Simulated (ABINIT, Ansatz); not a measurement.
# A GW chain in ABINIT: K2H4Pt (I4/mmm)

Wanted: ground state, empty states, screening and self-energy for K2H4Pt (I4/mmm).

Program: ABINIT 10.8.3. Level of theory: PBEsol and many-body steps on it, plane waves. Results are calculated unless marked as measured.

This is a report of a sequence of runs, with most program output left out.

## Step 1: Starting point

It takes space group I4/mmm (No. 139, tetragonal). Conventional cell: a = 5.749 Å, b = 5.749 Å, c = 7.722 Å, α = 90.00°, β = 90.00°, γ = 90.00°. K has 8 H at 2.83 Å nearest. H has 1 Pt at 1.65 Å and 2 H at 2.33 Å and 4 K at 2.83 Å nearest. Nearest to Pt lie 4 H at 1.65 Å. Farther neighbours are not listed.

The cell and positions are those that the Materials Project relaxed with its own functionals (PBE, PBE+U or r2SCAN), kept fixed. Spin-orbit coupling is left out unless a step names it.

## Step 2: Ground state

This step: ABINIT 10.8.3; DFT, PBEsol, plane waves, norm-conserving pseudopotentials.

The ground-state density comes first.

Contents of run.abi:

```
acell 3*1.0 Angstrom
rprim 
  -2.874560180000 2.874560180000 3.861188830000
  2.874560180000 -2.874560180000 3.861188830000
  2.874560180000 2.874560180000 -3.861188830000
ntypat 3
znucl 19 1 78
natom 7
typat 1 1 2 2 2 2 3
xred 
  0.250000000000 0.750000000000 0.500000000000
  0.750000000000 0.250000000000 0.500000000000
  0.202788050000 0.797211950000 0.000000000000
  0.202788050000 0.202788050000 0.405576100000
  0.797211950000 0.202788050000 0.000000000000
  0.797211950000 0.797211950000 0.594423900000
  0.000000000000 0.000000000000 0.000000000000
pp_dirpath "pseudos"
pseudos "K.upf, H.upf, Pt.upf"
ecut 38
ngkpt 6 6 6
nshiftk 1
shiftk 0 0 0
kptopt 1
chksymbreak 0
nband 27
occopt 1
tolvrs 1e-10
nstep 60
prtwf 0
optforces 0
optstress 0
indata_prefix "in"
outdata_prefix "out"
tmpdata_prefix "tmp"
```

Run with:

```console
> OMP_NUM_THREADS=1 mpirun -n 4 abinit run.abi > log
```

It took 2.5 min on 4 MPI ranks of Intel Xeon Platinum 8488C (Sapphire Rapids), shared host; peak memory 0.66 GiB.

Numbers from this step:

* total energy: -5250.5099 eV
* gap: 2.587 eV
* k of the valence top: 0.5, 0.5, 0.1667
* k of the conduction bottom: 0.5, 0.5, 0.5
* least direct gap: 2.625 eV

The gap is indirect, with the least direct gap 0.04 eV higher.

## Step 3: Bands along the symmetry lines

The cheap functional maps the bands first; the places of the edges decide which points the dearer methods must see.

Edit run.abi of step 2 so:

```diff
@@ -20,14 +20,54 @@
 ecut 38
-ngkpt 6 6 6
-nshiftk 1
-shiftk 0 0 0
-kptopt 1
-chksymbreak 0
+iscf -2
+irdden 1
+kptopt 0
+nkpt 40
+kpt 
+  0.00000000 0.00000000 0.00000000
+  0.00000000 0.00000000 0.12500000
+  0.00000000 0.00000000 0.25000000
+  0.00000000 0.00000000 0.37500000
+  0.00000000 0.00000000 0.50000000
+  0.06250000 0.06250000 0.43750000
+  0.12500000 0.12500000 0.37500000
+  0.18750000 0.18750000 0.31250000
+  0.25000000 0.25000000 0.25000000
+  0.18750000 0.31250000 0.18750000
+  0.12500000 0.37500000 0.12500000
+  0.06250000 0.43750000 0.06250000
+  0.00000000 0.50000000 0.00000000
+  0.00000000 0.37500000 0.00000000
+  0.00000000 0.25000000 0.00000000
+  0.00000000 0.12500000 0.00000000
+  0.00000000 0.00000000 0.00000000
+  0.12500000 0.12500000 -0.12500000
+  0.25000000 0.25000000 -0.25000000
+  0.37500000 0.37500000 -0.37500000
+  0.50000000 0.50000000 -0.50000000
+  0.47214023 0.52785977 -0.47214023
+  0.44428046 0.55571954 -0.44428046
+  0.41642068 0.58357932 -0.41642068
+  0.38856091 0.61143909 -0.38856091
+  -0.38856091 0.38856091 0.38856091
+  -0.29142068 0.29142068 0.29142068
+  -0.19428045 0.19428045 0.19428045
+  -0.09714023 0.09714023 0.09714023
+  0.00000000 0.00000000 0.00000000
+  0.00000000 0.00000000 0.50000000
+  -0.06928046 0.06928046 0.50000000
+  -0.13856092 0.13856092 0.50000000
+  -0.20784137 0.20784137 0.50000000
+  -0.27712183 0.27712183 0.50000000
+  0.50000000 0.50000000 -0.27712183
+  0.50000000 0.50000000 -0.33284137
+  0.50000000 0.50000000 -0.38856092
+  0.50000000 0.50000000 -0.44428046
+  0.50000000 0.50000000 -0.50000000
+istwfk *1
 nband 27
-occopt 1
-tolvrs 1e-10
-nstep 60
+nbdbuf 2
+tolwfr 1e-08
+nstep 40
 prtwf 0
-optforces 0
-optstress 0
+prtvol 0
 indata_prefix "in"
```

Elapsed: 1.7 min, on 4 MPI ranks; peak memory 0.52 GiB.

This step gave:

| Property | Result |
| --- | --- |
| gap | 2.585 eV |
| k of the valence top | -0.2078, 0.2078, 0.5 |
| k of the conduction bottom | 0.5, 0.5, -0.5 |
| least direct gap | 2.625 eV |

The gap is 2.585 eV, −0.002 eV from the run before at this level.

Electronic bands along the path, in eV, zero at the top of the highest filled band:

| point | band 17 | band 18 | band 19 | band 20 | band 21 | band 22 | band 23 | band 24 |
| --- | --- | --- | --- | --- | --- | --- | --- | --- |
| Γ | -0.74 | -0.34 | -0.34 | -0.34 | 4.65 | 5.18 | 5.43 | 6.74 |
| halfway | -0.67 | -0.41 | -0.33 | -0.09 | 4.53 | 4.67 | 6.40 | 6.76 |
| X | -0.57 | -0.48 | -0.32 | -0.02 | 3.62 | 4.66 | 6.40 | 6.81 |
| halfway | -0.74 | -0.39 | -0.32 | -0.01 | 3.46 | 4.96 | 6.60 | 6.98 |
| P | -0.74 | -0.33 | -0.33 | -0.01 | 3.33 | 5.26 | 7.02 | 7.02 |
| halfway | -0.72 | -0.35 | -0.34 | -0.04 | 3.72 | 4.94 | 6.80 | 7.06 |
| N | -0.53 | -0.40 | -0.34 | -0.07 | 4.01 | 5.07 | 6.26 | 6.58 |
| halfway | -0.66 | -0.37 | -0.34 | -0.16 | 4.09 | 5.22 | 6.21 | 6.75 |
| Γ | -0.74 | -0.34 | -0.34 | -0.34 | 4.65 | 5.18 | 5.43 | 6.74 |
| halfway | -0.71 | -0.33 | -0.33 | -0.20 | 3.04 | 5.48 | 5.75 | 6.99 |
| M | -0.64 | -0.31 | -0.31 | -0.04 | 2.58 | 4.14 | 6.00 | 6.79 |
| halfway | -0.62 | -0.32 | -0.32 | -0.03 | 2.67 | 4.24 | 6.07 | 6.43 |
| S | -0.58 | -0.35 | -0.32 | -0.02 | 2.92 | 4.51 | 5.86 | 6.28 |
| jump to S0 | -0.58 | -0.35 | -0.32 | -0.02 | 2.92 | 4.51 | 5.86 | 6.28 |
| halfway | -0.58 | -0.39 | -0.34 | -0.07 | 4.32 | 5.02 | 6.01 | 6.40 |
| Γ | -0.74 | -0.34 | -0.34 | -0.34 | 4.65 | 5.18 | 5.43 | 6.74 |
| jump to X | -0.57 | -0.48 | -0.32 | -0.02 | 3.62 | 4.66 | 6.40 | 6.81 |
| halfway | -0.63 | -0.46 | -0.32 | -0.01 | 3.93 | 4.08 | 6.76 | 6.77 |
| R | -0.68 | -0.39 | -0.31 | 0.00 | 3.23 | 4.50 | 5.78 | 6.46 |
| jump to G | -0.68 | -0.39 | -0.31 | 0.00 | 3.23 | 4.50 | 5.78 | 6.46 |
| halfway | -0.66 | -0.34 | -0.31 | -0.03 | 2.76 | 4.33 | 6.14 | 6.17 |
| M | -0.64 | -0.31 | -0.31 | -0.04 | 2.58 | 4.14 | 6.00 | 6.79 |

## Step 4: Empty states on the mesh, 2×2×2 mesh, 90 bands

The sums over transitions need many empty states on a uniform mesh; this step solves for them.

Contents of run.abi:

```
acell 3*1.0 Angstrom
rprim 
  -2.874560180000 2.874560180000 3.861188830000
  2.874560180000 -2.874560180000 3.861188830000
  2.874560180000 2.874560180000 -3.861188830000
ntypat 3
znucl 19 1 78
natom 7
typat 1 1 2 2 2 2 3
xred 
  0.250000000000 0.750000000000 0.500000000000
  0.750000000000 0.250000000000 0.500000000000
  0.202788050000 0.797211950000 0.000000000000
  0.202788050000 0.202788050000 0.405576100000
  0.797211950000 0.202788050000 0.000000000000
  0.797211950000 0.797211950000 0.594423900000
  0.000000000000 0.000000000000 0.000000000000
pp_dirpath "pseudos"
pseudos "K.upf, H.upf, Pt.upf"
ecut 38
ngkpt 2 2 2
nshiftk 1
shiftk 0 0 0
kptopt 1
chksymbreak 0
iscf -2
irdden 1
istwfk *1
nband 90
nbdbuf 8
tolwfr 1e-09
nstep 60
prtvol 0
indata_prefix "in"
outdata_prefix "out"
tmpdata_prefix "tmp"
```

Wall time 41 s (4 MPI ranks); peak memory 0.45 GiB; 2.7 min of CPU time.

This step gave:

```yaml
gap: 2.606 eV
k_of_the_valence_top: 0.5, 0.5, 0
k_of_the_conduction_bottom: 0.5, 0.5, 0.5
least_direct_gap: 2.625 eV
k_points_computed: 4
lowest_point_of_the_top_converged_band_above_the_valence_top: 31.52 eV
```

On this mesh the gap is 2.606 eV.

## Step 5: Screening, 2×2×2 mesh, 82 bands, screening to 98 eV

The RPA dielectric matrix is built and inverted for each q.

This step: RPA screening on PBEsol, plane waves, norm-conserving pseudopotentials.

Edit run.abi of step 4 so:

```diff
@@ -25,10 +25,11 @@
 chksymbreak 0
-iscf -2
-irdden 1
 istwfk *1
-nband 90
-nbdbuf 8
-tolwfr 1e-09
-nstep 60
-prtvol 0
+occopt 1
+irdwfk 1
+optdriver 3
+nband 82
+ecuteps 3.6
+inclvkb 2
+awtr 1
+symchi 1
 indata_prefix "in"
```

The job ended after 30 s (4 MPI ranks; peak memory 1.7 GiB).

This step gave:

```yaml
eps_infinity_with_local_fields_on_this_mesh_along_the_program_s_q_direction: 2.811
the_same_without_local_fields: 3.640
plasma_frequency: 20.79 eV
plane_waves_in_the_screening_matrix: 275
```

Local fields lower ε∞ by 23 %. On a Γ-centred mesh this coarse the value itself is usually too large, while a short band sum pulls it down.

## Step 6: Self-energy, 2×2×2 mesh, 82 bands, screening to 98 eV

The self-energy is evaluated for the states that the input lists, and the levels follow from it, in one-shot runs by the linearised quasiparticle equation.

This step: G0W0 on PBEsol, plane waves, norm-conserving pseudopotentials.

Edit run.abi of step 5 so:

```diff
@@ -28,8 +28,19 @@
 irdwfk 1
-optdriver 3
+optdriver 4
 nband 82
+gwcalctyp 0
+ecutsigx 38
+symsigma 1
+nkptgw 3
+kptgw 
+  0.5000000000 0.5000000000 0.0000000000
+  0.5000000000 0.5000000000 0.5000000000
+  0.0000000000 0.0000000000 0.0000000000
+bdgw 
+  19 22
+  18 22
+  18 22
 ecuteps 3.6
-inclvkb 2
-awtr 1
-symchi 1
+irdscr 1
+ppmodel 1
 indata_prefix "in"
```

Wall time 16 s (4 MPI ranks); peak memory 1.6 GiB; 64 s of CPU time.

Numbers from this step:

```yaml
g0w0_gap_on_the_points_computed: 4.148 eV
starting_gap_on_the_mesh: 2.606 eV
k_of_the_valence_top: 0.5, 0.5, 0
k_of_the_conduction_bottom: 0.5, 0.5, 0.5
z_at_the_valence_top: 0.805
z_at_the_conduction_bottom: 0.859
least_direct_g0w0_gap_on_the_computed_points: 4.169 eV
```

The gap on the mesh goes from 2.61 eV to 4.15 eV, a correction of +1.54 eV.

Limits: finite bands, cutoff and mesh; no spin polarisation; d states lean on the start; no spin-orbit coupling; coarse k mesh. v1 is the top filled band, c1 the lowest empty one. Levels before and after the correction, in eV, zero at the valence-band top of each column:

|  | conduction bottom | valence top |
| --- | --- | --- |
| Kohn-Sham | 2.61 | 0.00 |
| G0W0 | 4.15 | 0.00 |

|  | level | energy (eV) |
| --- | --- | --- |
| Kohn-Sham | (0.5 0.5 0) v2 | -0.297 |
| Kohn-Sham | (0.5 0.5 0) v1 | 0.000 |
| Kohn-Sham | (0.5 0.5 0) c1 | 3.641 |
| Kohn-Sham | (0.5 0.5 0) c2 | 4.684 |
| Kohn-Sham | (0.5 0.5 0.5) v3-v2 | -0.293 |
| Kohn-Sham | (0.5 0.5 0.5) v1 | -0.019 |
| Kohn-Sham | (0.5 0.5 0.5) c1 | 2.606 |
| Kohn-Sham | (0.5 0.5 0.5) c2 | 4.161 |
| G0W0 | (0.5 0.5 0) v2 | -0.133 |
| G0W0 | (0.5 0.5 0) v1 | 0.000 |
| G0W0 | (0.5 0.5 0) c1 | 5.422 |
| G0W0 | (0.5 0.5 0) c2 | 6.436 |
| G0W0 | (0.5 0.5 0.5) v3-v2 | -0.127 |
| G0W0 | (0.5 0.5 0.5) v1 | -0.021 |
| G0W0 | (0.5 0.5 0.5) c1 | 4.148 |
| G0W0 | (0.5 0.5 0.5) c2 | 5.687 |

## Step 7: Where the time went

Times are wall times on 4 MPI ranks of Intel Xeon Platinum 8488C (Sapphire Rapids), shared host, good to a factor of about two.

| step | time | share | memory (GiB) |
| --- | --- | --- | --- |
| ground state | 2.5 min | 44 % | 0.66 |
| bands along the symmetry lines | 1.7 min | 30 % | 0.52 |
| empty states on the mesh | 41 s | 12 % | 0.45 |
| screening | 30 s | 9 % | 1.7 |
| self-energy | 16 s | 5 % | 1.6 |

## Step 8: Summary of results

```json
{
 "PBEsol gap": "2.58 eV, indirect (only 40 meV under the direct gap)",
 "G0W0 gap on the mesh": "4.15 eV",
 "G0W0 gap over the zone (rigid shift)": "4.13 eV",
 "GW settings": "2×2×2 mesh, 82 bands, screening to 98 eV, Godby-Needs plasmon pole",
 "known limits": "not at the basis limit; no spin polarisation; d states lean on the start; no spin-orbit coupling; coarse k mesh"
}
```

What this shows: G0W0 moves the gap on the mesh from 2.61 eV to 4.15 eV (+1.54 eV), with Z of 0.81 and 0.86 at the edges. The mesh misses the band edges by 0.02 eV in all; a rigid shift gives 4.13 eV for the zone. Local fields lower the RPA ε∞ on this mesh from 3.64 to 2.81; a Γ-centred mesh this coarse tends to raise both, most where the direct gap is narrow, while a short band sum lowers them. Only 3 of the mesh's irreducible points were corrected, so a valley elsewhere could overtake. Bands and cutoff are finite, so the gap is not at the basis limit. The miss can reach some tenths of an eV and take either sign; the mesh is an error of its own. In the G0W0 run levels were corrected at 3 k points alone, so a gap called «on the mesh» is the least over those, and an edge elsewhere would be missed. The 2×2×2 mesh is coarse for this cell, which bears on the long-range parts of exchange and screening. The runs have no spin polarisation. For a closed low-spin shell that is the natural state; where a d or f shell is open it is a constraint, and the gap is then not the crystal's own. With d states at the gap, one-shot GW leans hard on its start. The many-body steps are scalar-relativistic: spin-orbit coupling is not in them.

[Paths, hosts, dates, memory and timing lines, banners, echoed tables and standing remarks are left out of the program output.]

[Logs are printed without paths, hosts, clocks, repeated set-up lines and the standing remarks that a program may print on its own settings, such as how far it seeks lower states.]

[Runs of the session that timed out or met a known fault of the program may be left out.]

[Hosts, paths, dates, database ids (printed as entryN), source tags and the programs' standing remarks are cut or masked in the printed files.]

[G0W0 gaps are taken among the corrected bands and points alone; a level outside them can change the order at an edge.]

[Where Ansatz stands beside ABINIT at settings called matched, ABINIT's density can come from a denser mesh and the files from another edition; pairs whose starting gaps differed by over 0.03 eV were left out, so agreement reads better than it is.]
